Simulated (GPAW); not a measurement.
# Work function of 1T-VBrI monolayer at several levels, part 2 of 2

How far do functional and basis move the work function of 1T-VBrI monolayer? Where a layer proves gapped, the work function hangs on where the smearing puts the Fermi level, and the band edges take its place.

GPAW 26.7.0; GPAW, PAW setups; layer in a repeated cell with vacuum, relaxation of atoms and in-plane cell (the session's first sound run).

So far, upper work function (eV): step 3 (the slab's potential, PBE, GPAW) 4.14; step 5 (self-consistent run: xc = "vdW-DF2", GPAW, PAW setups, GPAW) 4.51; step 6 (OptPBE vdW: xc = "optPBE-vdW", GPAW, PAW setups, GPAW) 4.39; step 7 (self-consistent run: xc = "RPBE") 4.06; step 8 (self-consistent run: xc = "revPBE") 4.05.

## Step 9: Real-space grid: mode = "fd"

A real-space grid is a second complete basis, so it checks the plane-wave result.

run.py reads:

```python
import json
import numpy as np
from ase import Atoms
from gpaw import GPAW

slab = Atoms(
    ['I', 'V', 'Br'],
    positions=[
        [1.99388, 1.15117, 9.00000],
        [0.00000, -0.00000, 10.62853],
        [-0.00000, 2.30234, 12.01604]],
    cell=[[3.98777, -0.0, 0.0], [-1.99388, 3.45351, 0.0], [0.0, 0.0, 21.016]],
    pbc=[True, True, False],
    magmoms=[0.0, 1.0, 0.0])

slab.calc = GPAW(mode='fd', h=0.18, xc='PBE', kpts={'size': (9, 9, 1), 'gamma': True},
                 occupations={'name': 'fermi-dirac', 'width': 0.05}, nbands='160%',
                 convergence={'density': 1e-05}, maxiter=200,
                 poissonsolver={'dipolelayer': 'xy'},
                 symmetry={'tolerance': 1e-3}, txt='slab.txt')
result = {}
energy = slab.get_potential_energy()
fermi = slab.calc.get_fermi_level()
v = slab.calc.get_electrostatic_potential().mean((0, 1)) - fermi
n = slab.calc.get_pseudo_density().mean((0, 1))
L = slab.cell[2, 2]
z = np.arange(len(v)) * L / len(v)
low, high = slab.positions[:, 2].min(), slab.positions[:, 2].max()
below, above = np.interp([low - 6.8, high + 6.8], z, v)
slopes = [np.interp(x, z, np.gradient(v, z)) for x in (low - 6.8, high + 6.8)]
eps = np.array([[slab.calc.get_eigenvalues(k, s) for k in range(len(slab.calc.get_ibz_k_points()))]
                for s in range(slab.calc.get_number_of_spins())]) - fermi
top, bottom = eps[eps < 0].max(), eps[eps > 0].min()
dipole = slab.get_dipole_moment()[2]
print(f'energy {energy:.4f} eV, Fermi level {fermi:.4f} eV, dipole {dipole:.5f} e A')
print(f'potential 6.8 A off the faces, from the Fermi level: lower {below:.4f} eV, upper {above:.4f} eV')
print(f'slope of the potential there: lower {slopes[0]:.5f}, upper {slopes[1]:.5f} eV/A')
print(f'nearest levels on the mesh: {top:.4f} and {bottom:.4f} eV')
print('magnetic moment', round(slab.get_magnetic_moment(), 3))
result.update(energy=energy, fermi=fermi, dipole=dipole, below=below, above=above, slopes=slopes, edges=[top, bottom],
              z=z.tolist(), v=v.tolist(), n=n.tolist(), positions=slab.positions.tolist(),
              forces=slab.get_forces(apply_constraint=False).tolist(), moments=slab.get_magnetic_moments().tolist())
json.dump(result, open('result.json', 'w'))
```

Started as:

```console
$ OMP_NUM_THREADS=1 OPENBLAS_NUM_THREADS=1 python run.py
```

Run time: 2.5 min. Hardware: 1 thread of Intel Xeon 6975P-C (Granite Rapids), shared host; peak memory 0.76 GiB.

This step gave:

| Quantity | Value |
| --- | --- |
| dipole along the normal | -0.02830 e·Å |
| levels nearest the Fermi level on the mesh | -0.6398, 0.5881 eV from the Fermi level |
| upper work function | 4.138 eV |
| lower work function | 3.766 eV |
| site moments | -0.03947, 2.536, -0.02428 μB |
| upper ionisation energy | 4.778 eV |
| sum of the site moments | 2.472 μB |

Electrostatic potential energy of an electron (without an applied field's), less the Fermi level, planar mean against z:

| z (Å) | electrostatic potential energy of an electron (without an applied field's), less the Fermi level, planar mean (eV) |
| --- | --- |
| 0.0 | 3.95 |
| 0.5 | 3.77 |
| 1.0 | 3.77 |
| 1.5 | 3.77 |
| 2.0 | 3.77 |
| 2.5 | 3.77 |
| 3.0 | 3.77 |
| 3.5 | 3.77 |
| 4.0 | 3.77 |
| 4.5 | 3.77 |
| 5.0 | 3.77 |
| 5.5 | 3.76 |
| 6.0 | 3.76 |
| 6.5 | 3.73 |
| 7.0 | 3.61 |
| 7.5 | 3.08 |
| 8.0 | 0.796 |
| 8.5 | -7.37 |
| 9.0 | -17.3 |
| 9.5 | -8.78 |
| 10.0 | -4.43 |
| 10.5 | -8.56 |
| 11.0 | -6.51 |
| 11.5 | -6.27 |
| 12.0 | -12.1 |
| 12.5 | -3.92 |
| 13.0 | 2.28 |
| 13.5 | 3.76 |
| 14.0 | 4.06 |
| 14.5 | 4.12 |
| 15.0 | 4.13 |
| 15.5 | 4.14 |
| 16.0 | 4.14 |
| 16.5 | 4.14 |
| 17.0 | 4.14 |
| 17.5 | 4.14 |
| 18.0 | 4.14 |
| 18.5 | 4.14 |
| 19.0 | 4.14 |
| 19.5 | 4.14 |
| 20.0 | 4.14 |
| 20.5 | 4.14 |

The highest filled level lies 0.640 eV under the Fermi level, so the ionisation energy from the upper face is 4.138 + 0.640 = 4.778 eV, against 4.775 eV in the base run.

## Step 10: Atomic orbitals: mode = "lcao"

Atom-centred orbitals end a few angstrom from the surface, which tests how much the density's tail matters.

run.py: that of step 9 with these lines changed.

```diff
@@ -15,4 +15,4 @@
 
-slab.calc = GPAW(mode='fd', h=0.18, xc='PBE', kpts={'size': (9, 9, 1), 'gamma': True},
-                 occupations={'name': 'fermi-dirac', 'width': 0.05}, nbands='160%',
+slab.calc = GPAW(mode='lcao', basis='dzp', h=0.18, xc='PBE', kpts={'size': (9, 9, 1), 'gamma': True},
+                 occupations={'name': 'fermi-dirac', 'width': 0.05}, nbands='120%',
                  convergence={'density': 1e-05}, maxiter=200,
```

Wall time 69 s (1 thread); peak memory 0.36 GiB.

Numbers from this step:

* dipole along the normal: -0.04398 e·Å
* levels nearest the Fermi level on the mesh: -0.6409, 0.5862 eV from the Fermi level
* upper work function: 3.956 eV
* lower work function: 3.378 eV
* site moments: -0.04042, 2.570, -0.02959 μB
* upper ionisation energy: 4.597 eV
* sum of the site moments: 2.500 μB

Electrostatic potential energy of an electron (without an applied field's), less the Fermi level, planar mean against z:

| z (Å) | electrostatic potential energy of an electron (without an applied field's), less the Fermi level, planar mean (eV) |
| --- | --- |
| 0 | 3.67 |
| 1 | 3.38 |
| 2 | 3.38 |
| 3 | 3.38 |
| 4 | 3.38 |
| 5 | 3.38 |
| 6 | 3.38 |
| 7 | 3.30 |
| 8 | 0.592 |
| 9 | -17.6 |
| 10 | -4.76 |
| 11 | -6.76 |
| 12 | -12.3 |
| 13 | 2.17 |
| 14 | 3.91 |
| 15 | 3.96 |
| 16 | 3.96 |
| 17 | 3.96 |
| 18 | 3.96 |
| 19 | 3.96 |
| 20 | 3.96 |

The highest filled level lies 0.641 eV under the Fermi level, so the ionisation energy from the upper face is 3.956 + 0.641 = 4.597 eV, against 4.775 eV in the base run.

## Step 11: All levels side by side

Times are for 1 thread of Intel Xeon 6975P-C (Granite Rapids), shared host. Results by setting:

| no. | run | upper ionisation energy (eV) | time | memory (GiB) |
| --- | --- | --- | --- | --- |
| 1 | pw | 4.775 | 34 s | 0.3 |
| 2 | LDA | 4.822 | 28 s | 0.28 |
| 3 | vdW DF2 | 5.244 | 47 s | 0.5 |
| 4 | optPBE vdW | 5.045 | 48 s | 0.5 |
| 5 | RPBE | 4.738 | 34 s | 0.3 |
| 6 | revPBE | 4.722 | 34 s | 0.3 |
| 7 | fd | 4.778 | 2.5 min | 0.76 |
| 8 | lcao | 4.597 | 69 s | 0.36 |

## Step 12: Side by side

Results and costs are gathered.

This step: comparison of work functions, dipole and cost (GPAW 26.7.0).

Ladder, by row:

| step | code | work function, upper (eV) | work function, lower (eV) | dipole (e Å) | wall time (s) | peak memory (GiB) | threads |
| --- | --- | --- | --- | --- | --- | --- | --- |
| pw | GPAW | 4.135 | 3.763 | -0.02821 | 33.53 | 0.3 | 1 |
| LDA | GPAW | 4.381 | 3.997 | -0.02912 | 27.98 | 0.28 | 1 |
| vdW-DF2 | GPAW | 4.507 | 4.142 | -0.02768 | 47.08 | 0.5 | 1 |
| optPBE-vdW | GPAW | 4.388 | 4.02 | -0.02791 | 47.84 | 0.5 | 1 |
| RPBE | GPAW | 4.06 | 3.689 | -0.02818 | 33.91 | 0.3 | 1 |
| revPBE | GPAW | 4.053 | 3.683 | -0.02804 | 33.95 | 0.3 | 1 |
| fd | GPAW | 4.138 | 3.766 | -0.0283 | 150.9 | 0.76 | 1 |
| lcao | GPAW | 3.956 | 3.378 | -0.04398 | 69.47 | 0.36 | 1 |

## Step 13: Results

* work function, upper and lower face (Fermi level placed in the gap by the smearing): 4.135 and 3.763 eV
* ionisation energy from the upper face (highest filled level on the mesh): 4.77 eV
* electron affinity from the upper face (lowest empty Kohn-Sham level on the mesh): 3.55 eV
* dipole along the normal: -0.0282 e Å

What this shows: With plane waves and PBE the ionisation energy from the upper face is 4.77 eV and the Kohn-Sham electron affinity 3.55 eV. The two faces differ by 0.37 eV, the step that the slab's dipole makes (e p/(ε0 A) gives 0.37 eV), so the dipole layer is needed. The levels nearest the Fermi level on the mesh lie 1.23 eV apart, so the slab is gapped there: the smearing puts the Fermi level inside the gap, and from either face the ionisation energy is the work function plus 0.64 eV. Both are Kohn-Sham levels on the mesh, and semilocal gaps are too small, so the affinity tends to come out too large and the ionisation energy too small. Work functions of a gapped slab move with the place of the Fermi level in the gap; over the runs without a planted fault the highest filled level on the mesh lies 4.60 (lcao) to 5.24 eV (vdW-DF2) under the upper vacuum level. With elements this heavy, spin-orbit coupling can move band edges by tenths of an eV. The relaxation of atoms and cell ran in a fully periodic cell without the dipole layer, so the atoms of this polar layer felt a small spurious field. One magnetic start was tried; another order may lie lower. The layer's cell and atoms come from the relaxation; spin-orbit coupling and temperature are left out.

[Logs are printed without paths, hosts, clocks, repeated set-up lines and the standing remarks that a program may print on its own settings, such as how far it seeks lower states.]

[Hosts, paths, dates, database ids (printed as entryN), source tags and the programs' standing remarks are cut or masked in the printed files.]
